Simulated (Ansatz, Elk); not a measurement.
**Mg2CrCd4Ga: X-ray structure factors from the self-consistent density**

The structure of Mg2CrCd4Ga used here is made up (a known structure type with other elements) and was relaxed beforehand with PBEsol. The aim is the Fourier transform of its all-electron density, F(hkl), set beside the sum over free spherical atoms that refinements use.

Main program and level: Elk 11.2.3 (patched build); DFT, PBE, all-electron APW+lo, Dirac cores, scalar-relativistic bands, static density, ferromagnetic start.

The structure was built from a prototype and need not be the compound's stable phase.

### 1. Starting point

It takes space group Amm2 (No. 38, orthorhombic). The conventional cell has a = 4.836 Å, b = 6.079 Å, c = 10.412 Å, α = 90.00°, β = 90.00°, γ = 90.00°. Cd has 2 Ga at 2.89 to 3.14 Å and 4 Mg at 2.96 to 3.03 Å and 2 Cr at 2.98 Å and 4 Cd at 3.00 to 3.05 Å nearest. Nearest to Cd lie 2 Cr at 2.97 to 3.06 Å and 4 Mg at 2.97 to 3.05 Å and 4 Cd at 3.00 to 3.04 Å and 2 Ga at 3.02 Å. Nearest to Ga lie 8 Cd at 2.89 to 3.14 Å and 2 Cr at 2.89 Å and 2 Mg at 3.04 Å. Nearest to Cr lie 2 Ga at 2.89 Å and 8 Cd at 2.97 to 3.06 Å and 2 Mg at 3.04 Å. Nearest to Mg lie 8 Cd at 2.97 to 3.03 Å and 2 Mg at 3.03 Å and 2 Ga at 3.04 Å. Nearest to Mg lie 8 Cd at 2.96 to 3.05 Å and 2 Mg at 3.03 Å and 2 Cr at 3.04 Å. Farther neighbours are not listed.

### 2. Ground state and structure factors

An all-electron density is needed, since X-rays see the cores too. Task 0 finds the density and task 195 Fourier-transforms it; tshift is off so that phases refer to the origin typed.

Input file elk.in:

```
tasks
  0
  195
  196

xctype
  20

spinpol
  .true.

rgkmax
  7.0

gmaxvr
  14.0

lmaxo
  7

lmaxapw
  8

swidth
  0.002

tshift
  .false.

ramdisk
  .false.

hmaxvr
  5.5

maxscl
  120

epspot
  1e-06

reducebf
  0.8

sppath
  './'

avec
  9.13815488340 0.00000000000 0.00000000000
  0.00000000000 5.74347149486 9.83749731992
  0.00000000000 -5.74347149486 9.83749731992

atoms
  4
  'Cd.in'
  4
  0.5000000000 0.6630838255 0.1611729381   0.000000 0.000000 0.000000
  0.5000000000 0.1611729381 0.6630838255   0.000000 0.000000 0.000000
  0.0000000000 0.8333011294 0.3331893743   0.000000 0.000000 0.000000
  0.0000000000 0.3331893743 0.8333011294   0.000000 0.000000 0.000000
  'Ga.in'
  1
  0.5000000000 0.6760848885 0.6760848885   0.000000 0.000000 0.000000
  'Cr.in'
  1
  0.0000000000 0.8278602770 0.8278602770   0.000000 0.000000 -0.180000
  'Mg.in'
  2
  0.5000000000 0.1611675199 0.1611675199   0.000000 0.000000 0.000000
  0.0000000000 0.3368400474 0.3368400474   0.000000 0.000000 0.000000

ngridk
  4 4 4
```

Launch:

```console
OMP_NUM_THREADS=4 elk
```

Numbers of over 12 decimals in the logs are rounded to 6 here.

The log of the run:

```text
┌─────────────────────────┐
│ Elk code version 11.2.3 │
└─────────────────────────┘

All units are atomic (Hartree, Bohr, etc.)

┌─────────────────────────────────────────────────┐
│ Ground-state run starting from atomic densities │
└─────────────────────────────────────────────────┘

Lattice vectors :
   9.138154883       0.000000000       0.000000000
   0.000000000       5.743471495       9.837497320
   0.000000000      -5.743471495       9.837497320

Reciprocal lattice vectors :
  0.6875770205       0.000000000      -0.000000000
  -0.000000000      0.5469849822      0.3193487684
   0.000000000     -0.5469849822      0.3193487684

Unit cell volume      :    1032.636823
Brillouin zone volume :   0.2402105058

Muffin-tin inner radius fraction :   0.1000000000E-01

Nuclei treated as point charges

Species : 1 (Cd)
 parameters loaded from : Cd.in
 name : cadmium
 nuclear charge    :   -48.00000000
 electronic charge :    48.00000000
 atomic mass :    204912.7176
 muffin-tin radius :    2.600000000
 number of radial points in muffin-tin :   1193
 inner part over the whole radius :   0.9972693929E-02
 number on inner part of muffin-tin    :    850
 approximate nuclear radius :   0.8708852602E-04
 number of mesh points to nuclear radius :    426
 atomic positions (lattice), magnetic fields (Cartesian) :
  1 :   0.50000000  0.66308383  0.16117294    0.00000000  0.00000000  0.00000000
  2 :   0.50000000  0.16117294  0.66308383    0.00000000  0.00000000  0.00000000
  3 :   0.00000000  0.83330113  0.33318937    0.00000000  0.00000000  0.00000000
  4 :   0.00000000  0.33318937  0.83330113    0.00000000  0.00000000  0.00000000

Species : 2 (Ga)
 parameters loaded from : Ga.in
 name : gallium
 nuclear charge    :   -31.00000000
 electronic charge :    31.00000000
 atomic mass :    127097.2539
 muffin-tin radius :    2.400000000
 number of radial points in muffin-tin :    993
 inner part over the whole radius :   0.9952882137E-02
 number on inner part of muffin-tin    :    702
 approximate nuclear radius :   0.7562051033E-04
 number of mesh points to nuclear radius :    339
 atomic positions (lattice), magnetic fields (Cartesian) :
  1 :   0.50000000  0.67608489  0.67608489    0.00000000  0.00000000  0.00000000

Species : 3 (Cr)
 parameters loaded from : Cr.in
 name : chromium
 nuclear charge    :   -24.00000000
 electronic charge :    24.00000000
 atomic mass :    94783.09202
 muffin-tin radius :    2.400000000
 number of radial points in muffin-tin :    993
 inner part over the whole radius :   0.9857795597E-02
 number on inner part of muffin-tin    :    699
 approximate nuclear radius :   0.6987106690E-04
 number of mesh points to nuclear radius :    328
 atomic positions (lattice), magnetic fields (Cartesian) :
  1 :   0.00000000  0.82786028  0.82786028    0.00000000  0.00000000 -0.18000000

Species : 4 (Mg)
 parameters loaded from : Mg.in
 name : magnesium
 nuclear charge    :   -12.00000000
 electronic charge :    12.00000000
 atomic mass :    44305.30466
 muffin-tin radius :    2.200000000
 number of radial points in muffin-tin :    793
 inner part over the whole radius :   0.9941530515E-02
 number on inner part of muffin-tin    :    552
 approximate nuclear radius :   0.5710277704E-04
 number of mesh points to nuclear radius :    241
 atomic positions (lattice), magnetic fields (Cartesian) :
  1 :   0.50000000  0.16116752  0.16116752    0.00000000  0.00000000  0.00000000
  2 :   0.00000000  0.33684005  0.33684005    0.00000000  0.00000000  0.00000000

Total number of atoms per unit cell :    8
Total muffin-tin volume :    499.5048543
 ratio of muffin-tin to unit cell volume :   0.4837178410

Spin treatment :
 spin-polarised
 global magnetic field (Cartesian) :    0.000000000       0.000000000       0.000000000
 collinear magnetisation in z-direction

Number of Bravais lattice symmetries :    8
Number of crystal symmetries         :    4
Crystal has no inversion symmetry
Complex Hermitian eigensolver will be used

[...]
└──────────────────┘

Energies :
 Fermi                       :     0.228472
 sum of occupied eigenvalues :     -15376.035519682
 electron kinetic            :      26915.670578678
 core electron kinetic       :      25807.793950172
 Coulomb                     :     -51918.783769104
 Coulomb potential           :     -41279.645439986
 nuclear-nuclear             :     -2876.4444583760
 electron-nuclear            :     -56879.062144924
 Hartree                     :      7836.7228341960
 Madelung                    :     -31278.961049111
 xc potential                :     -1011.8234820618
 xc effective B-field        :    -0.237168
 external B-field            :      0.000000
 exchange                    :     -762.78695755034
 correlation                 :     -13.814326079867
 electron entropic           :    -0.84156919564816E-03
 total energy                :     -25779.715315625
 (external B-field energy excluded from total)

Density of states at Fermi energy :    66.44358352
 (states/Hartree/unit cell)

Estimated indirect band gap :   0.1139043746E-02
 from k-point 3 to k-point 3
Estimated direct band gap   :   0.1139043746E-02
 at k-point 3

Charges :
 core                        :    152.0000000
 valence                     :    119.0000000
 interstitial                :    10.90490063
 muffin-tins (core leakage)
  species : 1 (Cd)
[...]
species : 2 (Ga)
[...]
species : 3 (Cr)
[...]
species : 4 (Mg)
[...]
total in muffin-tins        :    260.0950994
 total calculated charge     :    270.9982726
 total charge                :    271.0000000
 error                       :   0.1727390676E-02

Moments :
 interstitial                :   0.4463577642
 muffin-tins
  species : 1 (Cd)
[...]
species : 2 (Ga)
[...]
species : 3 (Cr)
[...]
species : 4 (Mg)
[...]
total in muffin-tins        :    3.538869393
 total moment                :    3.985227158

RMS change in Kohn-Sham potential (target) :   0.4654868785E-06 (  0.1000000000E-05)
Absolute change in total energy (target)   :   0.3482629836E-04 (  0.1000000000E-03)

Convergence targets achieved

┌──────────────────┐
│ Loop number : 29 │
└──────────────────┘

Energies :
 Fermi                       :     0.228472
 sum of occupied eigenvalues :     -15376.035529013
 electron kinetic            :      26915.670588025
 core electron kinetic       :      25807.793957592
 Coulomb                     :     -51918.783768682
 Coulomb potential           :     -41279.645448640
 nuclear-nuclear             :     -2876.4444583760
 electron-nuclear            :     -56879.062134981
 Hartree                     :      7836.7228246753
 Madelung                    :     -31278.961044362
 xc potential                :     -1011.8235008225
 xc effective B-field        :    -0.237166
 external B-field            :      0.000000
 exchange                    :     -762.78695590087
 correlation                 :     -13.814326287783
 electron entropic           :    -0.84156990300754E-03
 total energy                :     -25779.715304415
 (external B-field energy excluded from total)

Density of states at Fermi energy :    66.44338768
 (states/Hartree/unit cell)

Estimated indirect band gap :   0.1139562657E-02
 from k-point 3 to k-point 3
Estimated direct band gap   :   0.1139562657E-02
 at k-point 3

Charges :
 core                        :    152.0000000
 valence                     :    119.0000000
 interstitial                :    10.90490170
 muffin-tins (core leakage)
  species : 1 (Cd)
[...]
species : 2 (Ga)
[...]
species : 3 (Cr)
   atom 1                    :    22.51218201     ( -0.2234888115E-06)
  species : 4 (Mg)
   atom 1                    :    10.49553931     ( -0.9828258607E-07)
   atom 2                    :    10.51184104     ( -0.9828258607E-07)
 total in muffin-tins        :    260.0950983
 total calculated charge     :    270.9982726
 total charge                :    271.0000000
 error                       :   0.1727389586E-02

Moments :
 interstitial                :   0.4463560075
 muffin-tins
  species : 1 (Cd)
[...]
species : 2 (Ga)
[...]
species : 3 (Cr)
   atom 1                    :    3.569345213
  species : 4 (Mg)
   atom 1                    :   0.1661388852E-01
   atom 2                    :  -0.1073184020E-01
 total in muffin-tins        :    3.538856273
 total moment                :    3.985212280

┌──────────────────────────────┐
│ Self-consistent loop stopped │
└──────────────────────────────┘

Warning : core states of species 1 leak from the muffin-tin :   0.2421383896E-03

Warning : core states of species 2 leak from the muffin-tin :   0.7458794921E-03

Wrote STATE.OUT
```

Wall time 24 min (4 threads of Arm Neoverse V1, shared host); peak memory 0.71 GiB; 88 min of CPU time.

SFACRHO.OUT:

```text

h k l indices transformed by vhmat matrix:
   1.000000000       0.000000000       0.000000000    
   0.000000000       1.000000000       0.000000000    
   0.000000000       0.000000000       1.000000000    

      h      k      l  multipl.   |H|            Re(F)            Im(F)           |F|

      0      0      0      1   0.0000000       271.00000     -0.25132177E-16   271.00000    
      0      0      1      2  0.63338472      -2.0622498      -27.453459       27.530806    
      0     -1      0      2  0.63338472      -2.0622498       27.453459       27.530806    
      0      1      1      1  0.63869754       46.455829       2.5750339       46.527141    
      0     -1     -1      1  0.63869754       46.455829      -2.5750339       46.527141    
      1      0      0      2  0.68757702      -6.9748547      0.69374544E-13   6.9748547    
      1      0      1      4  0.93484671       11.160668       6.8274470       13.083369    
      1      0     -1      4  0.93484671       11.160668      -6.8274470       13.083369    
      1     -1     -1      2  0.93845442       9.1183582      -93.369570       93.813757    
      1      1      1      2  0.93845442       9.1183582       93.369570       93.813757    
      0      1     -1      2   1.0939700      -99.947666     -0.20883815E-13   99.947666    
      0      1      2      2   1.1031978       6.6889465       7.7302638       10.222474    
      0     -1     -2      2   1.1031978       6.6889465      -7.7302638       10.222474    
      0     -2      0      2   1.2667694      -108.12352      -7.2870252       108.36880    
      0      0      2      2   1.2667694      -108.12352       7.2870252       108.36880    
      0      2      2      1   1.2773951      -110.33255      -1.9717514       110.35017    
      0     -2     -2      1   1.2773951      -110.33255       1.9717514       110.35017    
      1      1     -1      4   1.2921039      -6.9226392     -0.49411018E-13   6.9226392
```

Elk indexes on the primitive cell of elk.in and gives |H| = 4π sin θ/λ in inverse bohr. Below, one row stands for each form hkl of the conventional cell (m members, Friedel mates merged), F is for one primitive cell and the density is static (no thermal factor). Free-atom factors are Waasmaier and Kirfel's, and R is Σm||F|−|F'||/Σm|F|.

```csv
hkl,m,sin θ/λ (Å⁻¹),"abs F, DFT",neutral atoms,diff.,abs of complex diff.
011,4,0.095,27.531,27.516,+0.015,0.052
002,2,0.096,46.527,46.644,-0.117,0.126
100,2,0.103,6.975,6.888,+0.087,0.087
111,8,0.141,13.083,12.992,+0.091,0.193
102,4,0.141,93.814,93.914,-0.100,0.161
020,2,0.165,99.948,99.968,-0.020,0.020
013,4,0.166,10.222,10.030,+0.192,0.298
022,4,0.191,108.369,108.837,-0.468,0.521
004,2,0.192,110.350,110.812,-0.463,0.527
120,4,0.194,6.923,6.675,+0.247,0.247
113,8,0.196,25.362,25.556,-0.194,0.195
200,2,0.207,212.929,214.109,-1.180,1.180
122,8,0.217,181.719,182.787,-1.068,1.072
104,4,0.218,178.843,179.939,-1.096,1.100
```

### 3. The magnetisation density

The same run holds the spin density, and task 196 transforms it. The order is that of the start, and no other was tried.

SFACMAG_1.OUT:

```text

h k l indices transformed by vhmat matrix:
   1.000000000       0.000000000       0.000000000    
   0.000000000       1.000000000       0.000000000    
   0.000000000       0.000000000       1.000000000    

      h      k      l  multipl.   |H|            Re(F)            Im(F)           |F|

      0      0      0      1   0.0000000       3.9852125      0.76724461E-17   3.9852125    
      0      0      1      2  0.63338472       1.6099088      -2.9985891       3.4034311    
      0     -1      0      2  0.63338472       1.6099088       2.9985891       3.4034311    
      0      1      1      1  0.63869754      -1.9250849      -2.8283146       3.4213031    
      0     -1     -1      1  0.63869754      -1.9250849       2.8283146       3.4213031    
      1      0      0      2  0.68757702       3.3036395     -0.26209926E-16   3.3036395    
      1      0      1      4  0.93484671       1.4004808      -2.5887245       2.9432704    
      1      0     -1      4  0.93484671       1.4004808       2.5887245       2.9432704    
      1     -1     -1      2  0.93845442      -1.6485032       2.4115144       2.9211239    
      1      1      1      2  0.93845442      -1.6485032      -2.4115144       2.9211239    
      0      1     -1      2   1.0939700       2.5979297     -0.76984847E-15   2.5979297    
      0      1      2      2   1.1031978      -2.6127605      0.24883699       2.6245833    
      0     -1     -2      2   1.1031978      -2.6127605     -0.24883699       2.6245833    
      0     -2      0      2   1.2667694      -1.2504689       1.9052704       2.2789751    
      0      0      2      2   1.2667694      -1.2504689      -1.9052704       2.2789751    
      0      2      2      1   1.2773951     -0.85789538       2.1493015       2.3141913
```

The total moment is 3.99 μB a cell; sphere moments: Cd1 0.00, Cd2 0.00, Cd3 -0.01, Cd4 -0.01, Ga5 -0.01, Cr6 +3.57, Mg7 +0.02, Mg8 -0.01 μB. Polarised neutrons measure spin and orbital magnetisation together; without spin-orbit coupling the run gives the spin part:

```csv
hkl,sin θ/λ (Å⁻¹),abs F_M (μB)
011,0.095,3.403
002,0.096,3.421
100,0.103,3.304
111,0.141,2.943
102,0.141,2.921
020,0.165,2.598
013,0.166,2.625
022,0.191,2.279
004,0.192,2.314
120,0.194,2.212
113,0.196,2.200
200,0.207,2.104
122,0.217,1.922
104,0.218,1.943
```

(Part 1 of 2 ends here.)

[Logs are printed without paths, hosts, clocks, repeated set-up lines and the standing remarks that a program may print on its own settings, such as how far it seeks lower states.]

[Hosts, paths, dates, database ids (printed as entryN), source tags and the programs' standing remarks are cut or masked in the printed files.]
